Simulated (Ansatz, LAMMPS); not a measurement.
# Static equation of state of amorphous 37HfO2-63TiO2 (mol %) (90 atoms)

Density of this cell: 5.96 g/cm³. The cell holds 90 atoms: 11 Hf, 19 Ti and 60 O. Cell: a = 10.312 Å, b = 9.754 Å, c = 10.618 Å, α = 90.8°, β = 89.2°, γ = 92.3°. The starting structure: 90 atoms (11 Zr, 19 Ti, 60 O) placed at random at 4.16 g/cm³, melted at 5000 K for 10 ps at fixed volume with the Morse and Coulomb pair potential with partial charges (Pedone, Malavasi, Menziani, Cormack and Segre, J. Phys. Chem. B 110, 11780 (2006)). Quenched from 5000 K to 300 K at 200 K/ps and fixed volume, held 10 ps at zero pressure, then minimised at fixed cell. Then Zr was replaced by Hf and the cell scaled by 1.008 (the potential has no terms for the new elements, so the cell is a start for a DFT relaxation).

Calculated with Ansatz 0.2.0: Kohn-Sham DFT, PBEsol, PAW (set soft_2), plane waves; cutoff 420 eV, Γ point, fermi-dirac smearing of 0.05 eV. Cell and atoms were relaxed first, to V0 = 11.856 Å³ an atom at a residual P0 = -0.020 GPa. The cell was then scaled evenly, and the atoms were relaxed at each volume.

```
volume (Å³/atom)  pressure (GPa)
          10.670               ?
          11.144           5.854
          11.500           3.174
          12.212          -2.909
          12.567          -3.505
```

Task: Fit the third-order Birch–Murnaghan equation to the rows given and extrapolate to the withheld row.

Worked fit:

Take the Eulerian strain f = ½[(V0/V)^(2/3) − 1] and the normalised pressure F = (P − P0) / [3f(1 + 2f)^(5/2)]. The third-order Birch–Murnaghan equation is then the line F = B0 + (3/2)B0(B′ − 4) f, so u = f and v = F.

| u = f | v = F (GPa) |
| --- | --- |
| 0.0210564 | 83.8687 |
| 0.0102570 | 98.6677 |
| -0.00975621 | 103.715 |
| -0.0190507 | 67.1977 |

With n = 4: mean u = 6.2662e-4, mean v = 88.3622, Σ(u − ū)² = 0.0010051, Σ(u − ū)(v − v̄) = 0.26450. Slope b = 0.26450 / 0.0010051 = 263.16; intercept a = v̄ − b ū = 88.197.

So B0 = a = 88.2 GPa and B′ = 4 + 2b/(3a) = 5.99. At the withheld volume f = 0.03638, F = a + b f = 97.77 GPa, and P = P0 + 3f(1 + 2f)^(5/2) F.

Prediction at 10.670: 12.70 GPa. The run gave 12.25 GPa, so the fit is high by 0.45 GPa (3.7 % of the value).

The series isn't one smooth equation of state: even a line fitted to all rows, the withheld one included, misses F by up to 24.7 %, the count of bonds changes along the series and an atom moves over 0.5 Å in some relaxation. B0 and B′ are then only the numbers of this fit, not moduli of the material. Among the rows given, the largest miss of the fit is at 12.567, by 0.83 GPa (5.3 % of the range of the table).

Limits: Static cells at zero temperature; the cell shape is held. The program notes that the SCF threshold of these relaxations is loose for the stress. The quench rate of 200 K/ps is many orders above laboratory rates, so the cell is likely richer in defects and strain than a real sample. The network of bonds at the start is that of the classical potential that made the cell, and needn't be the one that DFT or experiment would give. Only the Γ point is sampled, in a cell whose shortest periodic width is 10 Å.

[Logs are printed without paths, hosts, clocks, repeated set-up lines and the standing remarks that a program may print on its own settings, such as how far it seeks lower states.]

[Hosts, paths, dates, database ids (printed as entryN), source tags and the programs' standing remarks are cut or masked in the printed files.]
